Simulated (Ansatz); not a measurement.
## Lattice dynamics of Ti (Im-3m, 1 atom in the cell)

How does Ti (Im-3m, 1 atom in the cell) vibrate, and is this structure a minimum?

Main program and level: Ansatz 0.2.0; DFT PBEsol, scalar-relativistic, plane waves, PAW.

This is not the structure that Ti takes at ambient pressure and room temperature (hexagonal, No. 194); it is a model or a phase of other conditions.

**1. The starting structure**

The structure is cubic, space group Im-3m (No. 229). Conventional cell: a = 3.282 Å, b = 3.282 Å, c = 3.282 Å, α = 90.00°, β = 90.00°, γ = 90.00°. Ti has 8 Ti at 2.84 Å nearest.

Coordinates:

```cif
data_structure
_symmetry_space_group_name_H-M 'P 1'
_symmetry_Int_Tables_number 1
_cell_length_a 2.8423
_cell_length_b 2.8423
_cell_length_c 2.8423
_cell_angle_alpha 109.471
_cell_angle_beta 109.471
_cell_angle_gamma 109.471
_cell_volume 17.68
loop_
_atom_site_label
_atom_site_type_symbol
_atom_site_fract_x
_atom_site_fract_y
_atom_site_fract_z
_atom_site_occupancy
Ti1 Ti 0.00000 0.00000 0.00000 1
```

**2. Relaxation**

Harmonic phonons are second derivatives at a point where the forces vanish, and they are wanted at zero stress, so atoms and cell are relaxed first.

File input.yaml:

```yaml
crystal:
  lattice:
    - [-1.641, 1.641, 1.641]
    - [1.641, -1.641, 1.641]
    - [1.641, 1.641, -1.641]
  atoms:
    - { symbol: Ti, position: [0.0, 0.0, 0.0] }
kpoints:
  mp_grid: { grid: [18, 18, 18] }
hamiltonian:
  xc: pbesol
scf:
  occupations: { method: gaussian, width: 0.1 }
output:
  forces: true
  stress: true
  eigenvalues: true
  write_density: true
  write_potential: true
  elf: true
  volumetric_format: npy
relax:
  adjacent_minimum: "off"
  f_tol: 0.005
  max_steps: 80
  cell: { stress_tol: 0.05 }
```

The run is started by

```sh
> ansatz run input.yaml --threads 4 --pin off --max-ram 7168MiB --backend cpu --events-out ev --progress --plain --runs-dir out
```

Numbers of over 12 decimals in the logs are rounded to 6 here.

Output:

```text
Engine: ansatz 0.2.0, aarch64-unknown-linux-gnu
Pseudopotentials: kind: paw
Pseudopotential: Ti, paw, valence charge 12, recommended cutoff 420 eV (normal), Ti.paw.azcp
Functional definition: PBEsol
  exchange = pbesol_x
  correlation = pbesol_c
Crystal: 1 atoms, lattice volume = 17.676 Å³
Basis set: ecut = 420 eV, 369 PW (Γ), exchange–correlation on 40×40×40 points (8 copies of the dense FFT grid, shifted against one another)
Bands: 10, of which v1, the nominal top of the filled ones, is band 6 counted from 1 (5 counted from 0)
Symmetry: 48 space group operations
Space group: Im-3m (ITA 229), of the structure as read, at distance tolerance 2.6e-5 Å
k-points: 195 of 5832
Non-local potential: Ti, projectors of the file, l = 0: 3, l = 1: 2, l = 2: 3, l = 3: 1
PAW form: soft (Blöchl's): semilocal exchange-correlation on the pseudo side does not see the compensation charge
PAW frozen core: Ti, regenerated for the run's functional, and the local potential with it (the file was generated under x = pbe(κ = 0.804, μ = 0.219515), c = pbe(β = 0.066725))
PAW one-centre angular grid: Ti, 590 points (default); XC on 64 Gauss nodes
Initial density: superposition of atomic densities (neutral atoms: chi_scale 0, normalization atom), corrected by the library's trained network
Initial wavefunctions: pseudopotential atomic-orbital guess
Functional: x = pbesol(κ = 0.804, μ = 0.123457), c = pbesol(β = 0.046)
SCF iter   1: F=—  HF=-2473.773917 eV  |F-HF|=—  |Δ(HF+E_count)|=         —  Δρ=4.92e-3  dr2=2.50e-3  ethr=1.77e-3  ⟨swp⟩=4.4  Hψ=10350  notcnv=0
preconditioner: auto → none  [metal: Δε(μ)=0.013 eV  Ē_g=4.088 eV  σ=0.100 eV  W_gap=0.07  n_scr=0 (ndim 8)  ℏωp=17.7 eV  f_vac=0.000  D(μ)=2.24/eV (n_scr^D=42)]
SCF iter   2: F=—  HF=-2473.772948 eV  |F-HF|=—  |Δ(HF+E_count)|=   9.68e-4  Δρ=1.45e-3  dr2=3.52e-4  ethr=2.08e-5  ⟨swp⟩=3.0  Hψ=5248  notcnv=0  defer=20
SCF iter   3: F=—  HF=-2473.772884 eV  |F-HF|=—  |Δ(HF+E_count)|=   6.41e-5  Δρ=7.91e-4  dr2=4.84e-5  ethr=2.93e-6  ⟨swp⟩=2.2  Hψ=2561  notcnv=0  defer=20
SCF iter   4: F=—  HF=-2473.772885 eV  |F-HF|=—  |Δ(HF+E_count)|=   1.29e-6  Δρ=1.42e-4  dr2=1.61e-6  ethr=4.03e-7  ⟨swp⟩=1.0  Hψ=1930  notcnv=0  defer=20
iter 5 did not close the SCF: its close was put off for the readings that it lacked (scf_convergence_deferred on its scf_iter line)
SCF iter   5: F=-2473.772886 eV  HF=-2473.772886 eV  |F-HF|=4.86e-10  |Δ(HF+E_count)|=   1.67e-7  Δρ=1.08e-5  dr2=8.32e-9  ethr=1.34e-8  ⟨swp⟩=1.0  Hψ=1930  notcnv=0  defer=20
SCF iter   6: F=-2473.772886 eV  HF=-2473.772886 eV  |F-HF|=1.18e-11  |Δ(HF+E_count)|=  8.34e-10  Δρ=6.38e-7  dr2=1.93e-11  ethr=6.94e-11  ⟨swp⟩=4.1  Hψ=8782  notcnv=0
SCF 1 converged in 6 iterations: F = -2473.772886 eV  dr2 = 1.93e-11
  greatest PAW one-centre occupation: 0.999 electrons in one spin orbital (limit 2), on the Ti atom at site 0 (counted from 0), in its partial waves of l = 0
relax step   1: F+E_penalty+E_count = -2473.77288552 eV  Δ(F+E_penalty+E_count) = +0.000e0 eV  max|allowed force component| = 0.000e0 eV/Å  Δτ_max = 0.0000 Å  P = -6.740 GPa  Ω = 17.676 Å³  (6 SCF iters, dr2 threshold 1.00e-7 eV, accepted)
Crystal: 1 atoms, lattice volume = 15.575 Å³
Basis set: ecut = 420 eV, 321 PW (Γ), exchange–correlation on 40×40×40 points (8 copies of the dense FFT grid, shifted against one another)
Initial density: handed on by an earlier stage of this run
Initial wavefunctions: those handed on with the density
iter 1 solved again at ethr=1.24e-5 eV; its pass at ethr=3.10e-3 eV (dr2=1.49e-3 eV) is discarded
SCF iter   1: F=—  HF=-2473.775765 eV  |F-HF|=—  |Δ(HF+E_count)|=         —  Δρ=3.05e-3  dr2=1.51e-3  ethr=1.24e-5  ⟨swp⟩=1.0  Hψ=13919  notcnv=0
preconditioner: auto → none  [metal: Δε(μ)=0.010 eV  Ē_g=4.639 eV  σ=0.100 eV  W_gap=0.05  n_scr=0 (ndim 8)  ℏωp=18.8 eV  f_vac=0.000  D(μ)=2.10/eV (n_scr^D=42)]
SCF iter   2: F=—  HF=-2473.776171 eV  |F-HF|=—  |Δ(HF+E_count)|=   4.06e-4  Δρ=1.67e-3  dr2=2.21e-4  ethr=1.24e-5  ⟨swp⟩=2.1  Hψ=2869  notcnv=0
SCF iter   3: F=—  HF=-2473.776380 eV  |F-HF|=—  |Δ(HF+E_count)|=   2.10e-4  Δρ=4.55e-4  dr2=8.89e-6  ethr=1.84e-6  ⟨swp⟩=2.1  Hψ=2846  notcnv=0
SCF iter   4: F=—  HF=-2473.776502 eV  |F-HF|=—  |Δ(HF+E_count)|=   1.22e-4  Δρ=7.66e-5  dr2=6.09e-7  ethr=7.41e-8  ⟨swp⟩=2.0  Hψ=3148  notcnv=0
SCF iter   5: F=-2473.776504 eV  HF=-2473.776504 eV  |F-HF|=1.54e-9  |Δ(HF+E_count)|=   1.30e-6  Δρ=5.05e-6  dr2=2.28e-9  ethr=8.33e-10  ⟨swp⟩=7.5  Hψ=11717  notcnv=0
SCF 2 converged in 5 iterations: F = -2473.776504 eV  dr2 = 2.28e-9
relax step   2: F+E_penalty+E_count = -2473.77650359 eV  Δ(F+E_penalty+E_count) = -3.618e-3 eV  max|allowed force component| = 0.000e0 eV/Å  Δτ_max = 0.0000 Å  P = +7.474 GPa  Ω = 15.575 Å³  energy of the carried Pulay correction = +1.268e-4 eV  (5 SCF iters, dr2 threshold 1.00e-7 eV, accepted)
Crystal: 1 atoms, lattice volume = 16.613 Å³
iter 1 solved again at ethr=2.36e-6 eV; its pass at ethr=3.10e-3 eV (dr2=2.83e-4 eV) is discarded
SCF iter   1: F=—  HF=-2473.797634 eV  |F-HF|=—  |Δ(HF+E_count)|=         —  Δρ=1.34e-3  dr2=3.03e-4  ethr=2.36e-6  ⟨swp⟩=1.7  Hψ=13322  notcnv=0
preconditioner: auto → none  [metal: Δε(μ)=0.009 eV  Ē_g=4.318 eV  σ=0.100 eV  W_gap=0.05  n_scr=0 (ndim 8)  ℏωp=18.2 eV  f_vac=0.000  D(μ)=2.21/eV (n_scr^D=42)]
SCF iter   2: F=—  HF=-2473.797816 eV  |F-HF|=—  |Δ(HF+E_count)|=   1.82e-4  Δρ=8.56e-4  dr2=6.47e-5  ethr=2.36e-6  ⟨swp⟩=2.2  Hψ=2891  notcnv=0
SCF iter   3: F=—  HF=-2473.797882 eV  |F-HF|=—  |Δ(HF+E_count)|=   6.56e-5  Δρ=2.01e-4  dr2=2.05e-6  ethr=5.39e-7  ⟨swp⟩=2.0  Hψ=2830  notcnv=0
SCF iter   4: F=—  HF=-2473.797909 eV  |F-HF|=—  |Δ(HF+E_count)|=   2.74e-5  Δρ=1.01e-4  dr2=4.88e-7  ethr=1.71e-8  ⟨swp⟩=2.1  Hψ=3127  notcnv=0
SCF iter   5: F=—  HF=-2473.797914 eV  |F-HF|=—  |Δ(HF+E_count)|=   4.48e-6  Δρ=2.03e-5  dr2=1.97e-8  ethr=8.33e-10  ⟨swp⟩=4.8  Hψ=9985  notcnv=0
SCF iter   6: F=-2473.797914 eV  HF=-2473.797914 eV  |F-HF|=1.57e-9  |Δ(HF+E_count)|=   1.74e-7  Δρ=2.04e-6  dr2=2.00e-10  ethr=1.64e-10  ⟨swp⟩=6.9  Hψ=10953  notcnv=0
SCF 3 converged in 6 iterations: F = -2473.797914 eV  dr2 = 2.00e-10
relax step   3: F+E_penalty+E_count = -2473.79791388 eV  Δ(F+E_penalty+E_count) = -2.141e-2 eV  max|allowed force component| = 0.000e0 eV/Å  Δτ_max = 0.0000 Å  P = -0.501 GPa  Ω = 16.613 Å³  energy of the carried Pulay correction = +6.220e-5 eV  (6 SCF iters, dr2 threshold 1.00e-7 eV, accepted)
[...]
relax step   4: F+E_penalty+E_count = -2473.79803398 eV  Δ(F+E_penalty+E_count) = -1.201e-4 eV  max|allowed force component| = 0.000e0 eV/Å  Δτ_max = 0.0000 Å  P = -0.017 GPa  Ω = 16.542 Å³  energy of the carried Pulay correction = +6.652e-5 eV  (4 SCF iters, dr2 threshold 1.00e-7 eV, accepted)
Initial wavefunctions: pseudopotential atomic-orbital guess (no wavefunctions were taken with the density)
iter 1 solved again at ethr=5.09e-8 eV; its pass at ethr=3.10e-3 eV (dr2=6.11e-6 eV) is discarded
SCF iter   1: F=—  HF=-2473.797955 eV  |F-HF|=—  |Δ(HF+E_count)|=         —  Δρ=4.81e-5  dr2=5.29e-8  ethr=5.09e-8  ⟨swp⟩=2.0  Hψ=14588  notcnv=0
preconditioner: auto → none  [metal: Δε(μ)=0.002 eV  Ē_g=4.347 eV  σ=0.100 eV  W_gap=0.01  n_scr=0 (ndim 8)  ℏωp=18.3 eV  f_vac=0.000  D(μ)=2.19/eV (n_scr^D=42)]
SCF iter   2: F=—  HF=-2473.797956 eV  |F-HF|=—  |Δ(HF+E_count)|=   6.06e-7  Δρ=2.32e-5  dr2=1.29e-8  ethr=4.41e-10  ⟨swp⟩=2.3  Hψ=2907  notcnv=0
SCF iter   3: F=—  HF=-2473.797956 eV  |F-HF|=—  |Δ(HF+E_count)|=   7.52e-9  Δρ=7.26e-6  dr2=3.94e-9  ethr=1.07e-10  ⟨swp⟩=1.8  Hψ=2283  notcnv=0
SCF iter   4: F=—  HF=-2473.797956 eV  |F-HF|=—  |Δ(HF+E_count)|=  3.84e-10  Δρ=1.28e-6  dr2=7.93e-11  ethr=3.28e-11  ⟨swp⟩=2.2  Hψ=2897  notcnv=0
SCF iter   5: F=-2473.797956 eV  HF=-2473.797956 eV  |F-HF|=4.55e-13  |Δ(HF+E_count)|=  4.18e-11  Δρ=6.38e-8  dr2=7.23e-13  ethr=1.00e-12  ⟨swp⟩=4.6  Hψ=6518  notcnv=0
SCF 5 converged in 5 iterations: F = -2473.797956 eV  dr2 = 7.23e-13
relax step   5: F+E_penalty+E_count = -2473.79795564 eV  Δ(F+E_penalty+E_count) = +7.834e-5 eV  max|allowed force component| = 0.000e0 eV/Å  Δτ_max = 0.0000 Å  P = -0.009 GPa  Ω = 16.542 Å³  stress off target by 8.79e-3 GPa  SCF on the basis re-selected at this cell (its energy is not comparable with the rows above)  (5 SCF iters)
basis re-selected at this cell: Δ(F+E_penalty+E_count) = +7.834e-5 eV, ΔP = +0.008 GPa vs the last step (what re-selecting the basis moved, of the pressure what is left beyond the Pulay correction that the steps carried, after the strain that the cell walked since its last selection, with what the two solves' SCF thresholds leave and, on support functions, any second-order correction that the steps lacked; it is no measure of the basis error at this ecutwfc). This SCF's stress stands 8.79e-3 GPa from its target on what of the cell is left free (relax.cell.stress_tol is 5.00e-2 GPa) and its largest allowed force component is 0.00e0 eV/Å (relax.f_tol is 5.00e-3 eV/Å): [rest of the remark cut]
SCF converged after 5 iterations
Free energy (F): -2473.797956 eV
Harris-Foulkes:  -2473.797956 eV  (|F-HF|=4.55e-13)
Internal energy: -2473.786986 eV  (E = F + TS)
E sigma→0 (E₀):  -2473.792471 eV
Entropy (-TS):   -0.010970 eV (-10.970 meV/atom)
Fermi energy:    13.766523 eV
--- Per-component energies (eV) ---
  E_band       = -147.013473
  E_kinetic    = 273.648717
  E_local      = -786.971814  (includes V_loc(G=0)·N_el)
  E_nonlocal   = 9.802644
  E_hartree    = 324.730710
  E_xc         = -96.980848
  E_vxc        = -121.883640  (∫ρ·V_xc dr)
  E_paw        = -1022.831436  (= ΣΔE_a)
  E_vpaw       = -171.070949  (= ΣTr[D̂ρ^β])
  E_aug_tail   = 0.000120  (compensation charges beyond the density's cutoff)
  E_ewald      = -1175.324462
  E_core_change = 0.139384  (= ΣΔE_core)
  E_smearing   = -0.010970  (= −TS)
  E_closure    = 0.000000  (closes the sum)
  Σ components = -2473.797956   (vs F -2473.797956, Δ=0.00e0)
--- Forces (eV/Å), atoms counted from 1 ---
  atom   1  Ti    -0.00000000     0.00000000     0.00000000
  max |Σ_I F_I| component: 1.31e-31 eV/Å
--- Stress (GPa, compression-positive) ---
       -0.008786      -0.000000       0.000000
        0.000000      -0.008786      -0.000000
       -0.000000       0.000000      -0.008786
  P = ⅓ Tr σ = -0.0088 GPa (-0.088 kbar)
--- Band table (eV; the first three rows and the last of 195) ---
  k-point 0: bands = ["-42.3900", "-18.2950", "-18.2950", "-18.2950", "7.7418", "14.7999", "14.7999", "14.7999", "16.6879", "16.6879"]
  k-point 1: bands = ["-42.3851", "-18.3204", "-18.3027", "-18.2952", "7.8527", "14.7473", "14.7859", "14.8827", "16.6246", "16.6909"]
  k-point 2: bands = ["-42.3710", "-18.3931", "-18.3249", "-18.2957", "8.1769", "14.5992", "14.7248", "15.1265", "16.4804", "16.7020"]
  k-point 194: bands = ["-42.1115", "-18.8418", "-18.8418", "-18.8418", "11.4901", "11.4901", "17.9673", "17.9673", "17.9673", "22.5111"]
--- Relaxed structure (4 steps of the walk, 4 accepted, 1 SCFs on fresh bases) ---
  F+E_penalty+E_count = -2473.79795564 eV   max|allowed force component| = 0.000e0 eV/Å   (the final SCF, on the basis selected at the relaxed cell)
  cell:  # Å, volume = 16.5417 Å³
    - [-1.605116, 1.605116, 1.605116]
    - [1.605116, -1.605116, 1.605116]
    - [1.605116, 1.605116, -1.605116]
  atoms:
    - { symbol: Ti, position: [0.0, 0.0, 0.0] }
```

Run time: 4.2 s. Hardware: 4 threads of Arm Neoverse V1, shared host; peak memory 0.34 GiB; 14 s of CPU time.

Step by step:

| step | energy less that of the first step (eV) | largest force component (eV/Å) | pressure (GPa) | volume (Å³) |
| --- | --- | --- | --- | --- |
| 1 | 0.0000 | 0.0000 | -6.74 | 17.68 |
| 2 | -0.0036 | 0.0000 | 7.47 | 15.57 |
| 3 | -0.0250 | 0.0000 | -0.50 | 16.61 |
| 4 | -0.0251 | 0.0000 | -0.02 | 16.54 |
| 5* | -0.0251 | 0.0000 | -0.01 | 16.54 |

Relaxation steps marked * repeat the geometry before them on a plane-wave basis chosen anew for their cell, so energy and pressure can jump there.

| conventional cell, symmetrised | before | after | change |
| --- | --- | --- | --- |
| a (Å) | 3.282 | 3.210 | -2.2 % |
| b (Å) | 3.282 | 3.210 | -2.2 % |
| c (Å) | 3.282 | 3.210 | -2.2 % |
| volume (Å³/atom) | 17.68 | 16.54 | -6.4 % |

The relaxed structure:

```
Ti
1.0
    -1.60512    1.60512    1.60512
     1.60512   -1.60512    1.60512
     1.60512    1.60512   -1.60512
Ti
1
Direct
  0.00000 0.00000 0.00000
```

Numbers from this step:

| Property | Result |
| --- | --- |
| pressure | -0.008786 GPa |
| volume per atom | 16.54 Å³ |
| gap on the k-mesh | 0 eV |

Valence density in the ac plane of the conventional cell at fractional y = 0.000, with atoms of Ti within 0.2 Å of it. It is the smooth field of the valence electrons, not physical close to the nuclei.

Values in e/Å³, 14 rows by 14 columns, each cell a mean:
```
 9  8  5  2  0  0  0  0  0  0  1  2  6  9
 7  5  3  1  0  0  0  0  0  0  0  1  4  6
 3  2  1  0  0  0  0  0  0  0  0  1  1  2
 1  1  0  0  0  0  0  0  0  0  0  0  0  1
 0  0  0  0  0  0  0  0  0  0  0  0  0  0
 0  0  0  0  0  0  0  0  0  0  0  0  0  0
 0  0  0  0  0  0  0  0  0  0  0  0  0  0
 0  0  0  0  0  0  0  0  0  0  0  0  0  0
 0  0  0  0  0  0  0  0  0  0  0  0  0  0
 1  0  0  0  0  0  0  0  0  0  0  0  0  0
 2  1  1  0  0  0  0  0  0  0  0  0  1  2
 5  4  2  1  0  0  0  0  0  0  0  1  3  5
 9  8  4  1  0  0  0  0  0  0  1  2  5  8
10  9  5  2  1  0  0  0  0  0  1  3  7  9
```
Columns run along a (3.2 Å), rows up along c (3.2 Å), edges of the conventional cell, whose origin can differ from the input's. Atoms in or near the plane, at fractional coordinates: Ti at (0.00, 0.00).

ELF in the ac plane of the conventional cell at fractional y = 0.000, with atoms of Ti within 0.2 Å of it. It is the smooth field of the valence electrons, not physical close to the nuclei.

Ten even steps from '_' (0.07) to '@' (0.59), each cell a mean:
```
::**@@##::::++##==::--%%@@++
%%@@@@++::--**%%++::::**@@@@
@@%%++::::++%%@@##--..--**%%
==--::::--**%%@@%%**--..::--
..::::==**%%%%@@%%##**--::::
==++**##%%%%%%##%%%%%%##++==
####%%@@@@%%######@@@@@@%%##
++++##%%%%%%%%##%%%%%%%%**++
::::--++##%%%%%%%%%%**++--::
::::..::==##%%@@%%**--::::::
##**==::::++%%@@##==::::++##
@@@@%%==..--##%%**::::++@@@@
==##@@**::::++##++::--%%@@**
__==@@##::::++##==..==@@%%::
```
Columns run along a (3.2 Å), rows up along c (3.2 Å), edges of the conventional cell, whose origin can differ from the input's. Atoms in or near the plane, at fractional coordinates: Ti at (0.00, 0.00).

Electrostatic potential energy in the ac plane of the conventional cell at fractional y = 0.000, with atoms of Ti within 0.2 Å of it. With pseudopotentials it is smooth inside the atoms' cores, unlike the true potential.

Ten even steps from '_' (-24 eV) to '@' (16 eV), each cell a mean:
```
______--**%%@@@@@@%%++::____
____..==##@@@@@@@@%%**--..__
::::==**%%@@@@@@@@@@%%**--::
++++##%%@@@@@@@@@@@@@@%%**++
%%%%%%@@@@@@@@@@@@@@@@@@%%%%
@@@@@@@@@@@@@@@@@@@@@@@@@@@@
@@@@@@@@@@@@@@@@@@@@@@@@@@@@
@@@@@@@@@@@@@@@@@@@@@@@@@@@@
%%@@@@@@@@@@@@@@@@@@@@@@@@%%
****##%%@@@@@@@@@@@@@@%%##**
::--++##%%@@@@@@@@@@%%**==--
__..::++##@@@@@@@@%%##==..__
____..--**@@@@@@@@%%++::____
______::**%%@@@@@@%%++::____
```
Columns run along a (3.2 Å; values clipped at the 3rd and 97th percentile), rows up along c (3.2 Å), edges of the conventional cell, whose origin can differ from the input's. Atoms in or near the plane, at fractional coordinates: Ti at (0.00, 0.00).

In this step the volume went from 17.68 to 16.54 Å³/atom.

**3. Tight relaxation**

Phonons need a cell at rest on their own settings, so the relaxation is repeated with tight tolerances on forces and stress on the k mesh and occupations of the first response run.

File input.yaml:

```yaml
crystal:
  lattice:
    - [-1.6051160627, 1.6051160627, 1.6051160627]
    - [1.6051160627, -1.6051160627, 1.6051160627]
    - [1.6051160627, 1.6051160627, -1.6051160627]
  atoms:
    - { symbol: Ti, position: [0.0, 0.0, 0.0] }
kpoints:
  mp_grid: { grid: [20, 20, 20] }
hamiltonian:
  xc: pbesol
scf:
  occupations: { method: methfessel_paxton, width: 0.15 }
output:
  forces: true
  stress: true
  eigenvalues: true
relax:
  adjacent_minimum: "off"
  f_tol: 0.001
  max_steps: 60
  cell: { stress_tol: 0.01 }
```

Output:

```text
[...]
Crystal: 1 atoms, lattice volume = 16.542 Å³
Basis set: ecut = 420 eV, 321 PW (Γ), exchange–correlation on 40×40×40 points (8 copies of the dense FFT grid, shifted against one another)
Bands: 10, of which v1, the nominal top of the filled ones, is band 6 counted from 1 (5 counted from 0)
Symmetry: 48 space group operations
[...]
k-points: 256 of 8000
[...]
0.000000       0.000000      -0.000795
  P = ⅓ Tr σ = -0.0008 GPa (-0.008 kbar)
--- Band table (eV; the first three rows and the last of 256) ---
[...]
--- Relaxed structure (3 steps of the walk, 3 accepted, 1 SCFs on fresh bases) ---
[...]
cell:  # Å, volume = 16.5181 Å³
    - [-1.604353, 1.604353, 1.604353]
    - [1.604353, -1.604353, 1.604353]
    - [1.604353, 1.604353, -1.604353]
  atoms:
    - { symbol: Ti, position: [0.0, 0.0, 0.0] }
[key lines of the parts left out:]
SCF converged after 5 iterations
Free energy (F): -2473.792375 eV
Fermi energy:    13.790058 eV
```

It took 3.1 s on 4 threads; peak memory 0.35 GiB.

Little changed from the start: no atom moved by 0.005 Å and no cell edge by 0.1 %.

This step gave:

```
pressure        : -7.95e-4 GPa
volume per atom : 16.52 Å³
```

The forces vanish by symmetry and the pressure is -0.001 GPa, within the tolerances set. The cell now holds 16.52 Å³/atom.

(Part 1 of 2 ends here.)

[Logs are printed without paths, hosts, clocks, repeated set-up lines and the standing remarks that a program may print on its own settings, such as how far it seeks lower states.]

[Hosts, paths, dates, database ids (printed as entryN), source tags and the programs' standing remarks are cut or masked in the printed files.]
